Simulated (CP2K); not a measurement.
Consider 2-fluoroimidazole at its PBE geometry (Å).

```xyz
9

F     2.4316   -0.5628   -0.0042
C     1.0953   -0.4331   -0.0068
N     0.2380   -1.4128   -0.0493
C    -0.9979   -0.7696   -0.0345
C    -0.8459    0.5956    0.0176
N     0.5304    0.8073    0.0374
H    -1.9214   -1.3371   -0.0614
H    -1.5506    1.4175    0.0413
H     1.0203    1.6950    0.0599
```

Method: CP2K XAS_TDP, all-electron GAPW, PBEh(45%), aug-cc-pVDZ, TDA, GW2X-corrected core level, no relativity.

Q: Predict the bright core excitations at the C K edge.

Leading lines: C2 290.95 eV, C4 288.41 eV and C5 288.62 eV. The leading line of an atom is its first one with 35 % of the strongest within 2.5 eV of its lowest line over the strength cut. Core ionisation energies at this level: C4 292.57, C5 292.93 and C2 295.88 eV.

The first six lines of each atom with a strength over 0.0015:

| atom | energy (eV) | states | strength, one atom | above the computed threshold |
| --- | --- | --- | --- | --- |
| C2 (bonded to F and 2 N) | 290.95 | 1 | 0.0680 |  |
|  | 293.38 | 1 | 0.0267 |  |
|  | 294.04 | 1 | 0.0101 |  |
|  | 295.45 | 1 | 0.0039 |  |
|  | 295.96 | 1 | 0.0068 | yes |
|  | 296.22 | 1 | 0.0064 | yes |
| C4 (bonded to C, N and H) | 288.41 | 1 | 0.0527 |  |
|  | 290.75 | 1 | 0.0067 |  |
|  | 291.17 | 2 | 0.0051 |  |
|  | 291.67 | 1 | 0.0043 |  |
|  | 292.08 | 1 | 0.0021 |  |
|  | 292.19 | 1 | 0.0017 |  |
| C5 (bonded to C, N and H) | 288.62 | 1 | 0.0506 |  |
|  | 290.56 | 1 | 0.0113 |  |
|  | 291.34 | 1 | 0.0057 |  |
|  | 292.06 | 2 | 0.0017 |  |
|  | 292.34 | 1 | 0.0034 |  |
|  | 292.77 | 1 | 0.0157 |  |

Lines are vertical, at one geometry, with no vibrational structure. GW2X ionisation energies and lines can be off by 1 to 2 eV either way, and a good line position may hide errors that cancel. These values hold no scalar relativity, about 0.1 eV for C 1s. Rydberg lines, and the discretised continuum above threshold, depend on the basis and the box.

[Banner, clock and machine lines of the logs are left out without a mark of their own.]

[Logs are printed without paths, hosts, clocks, repeated set-up lines and the standing remarks that a program may print on its own settings, such as how far it seeks lower states.]

[Hosts, paths, dates, database ids (printed as entryN), source tags and the programs' standing remarks are cut or masked in the printed files.]
